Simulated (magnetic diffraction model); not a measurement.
## Y₂Co₃Sn₅: what an assumed order does to the neutron pattern

Space group C2/c (no. 15), a = 12.0603 Å, b = 12.5740 Å, c = 6.0290 Å, β = 119.18°.

| site | atom | x | y | z |
| --- | --- | --- | --- | --- |
| 4e | Sn | 1/2 | 0.2252 | 1/4 |
| 4e | Sn | 1/2 | 0.7697 | 1/4 |
| 8f | Sn | 0.6555 | 0.0970 | 0.6576 |
| 4e | Sn | 1/2 | 0.5013 | 3/4 |
| 8f | Y | 0.7699 | 0.1353 | 0.2668 |
| 8f | Co | 0.3863 | 0.6389 | 0.8833 |
| 4e | Co | 1/2 | 0.9993 | 1/4 |

The compound is invented for this exercise: a known structure type with other elements, its cell scaled to their sizes and not relaxed.

Only Co is taken to order (form factors of Co2+); orders and moment sizes are assumed, and not adapted to the symmetry. Radiation: neutrons of λ = 1.594 Å, 5° to 30°; isotropic B of 0.14 Å² (Sn), 0.2 Å² (Y) and 0.19 Å² (Co). The intensities are simulated: I ∝ L Σ (|F_N|² + |F_M⊥|²) for unpolarised neutrons, with F_M = 2.695 fm/μB × Σ f(s) S exp(2πi Q·r) exp(−B s²) at Q = H ± k (one set where k and −k are equivalent), only the part normal to Q counting and L = 1/(sin²θ cos θ). For collinear order S is the moment m, which repeats by lattice and centring translations R with the sign exp(−2πi k·R). Form factors are spin-only for 3d ions and dipole or tabulated for f ions, scattering lengths are Sears's of 1992, and absorption is left out. A label names one of the reflections at its angle. The strongest nuclear line in the range is 100, and lines under 0.2 are left out.

Assume the order k = (0 0 0), collinear moments along [010], 1.51 μB on Co; signs + at (0.3863, 0.6389, 0.8833), + at (0.6137, 0.3611, 0.1167), + at (1/2, 0.9993, 1/4), + at (1/2, 0.0007, 3/4), + at (0.6137, 0.6389, 0.6167), + at (0.3863, 0.3611, 0.3833).

Q: Where does magnetic intensity appear, and how strong is it?

| 2θ (°) | index | nuclear | magnetic |
| --- | --- | --- | --- |
| 14.57 | (0 2 0) | 12.8 | 0.0 |
| 16.86 | (1 1 -1) | 0.3 | 0.0 |
| 17.41 | (2 0 0) | 13.1 | 62.8 |
| 22.78 | (2 2 0) | 29.6 | 21.5 |
| 22.78 | (0 2 1) | 19.7 | 41.8 |
| 22.95 | (2 2 -1) | 15.2 | 37.0 |
| 23.62 | (1 3 0) | 97.5 | 26.9 |
| 24.17 | (1 1 1) | 84.5 | 72.7 |
| 24.49 | (3 1 -1) | 100.0 | 70.6 |
| 27.27 | (3 1 0) | 96.0 | 68.1 |
| 29.37 | (0 4 0) | 96.0 | 0.0 |

The strongest magnetic line in the range is (1 1 1) at 24.17° (72.7). On top of the Lorentz factor, which all lines share, magnetic lines fade with angle because f falls: for Co2+ it is 0.91, 0.71, 0.49 and 0.18 at sin θ/λ = 0.1, 0.2, 0.3 and 0.5 Å⁻¹, while nuclear lengths stay constant. The net moment is 9.06 μB a primitive cell.
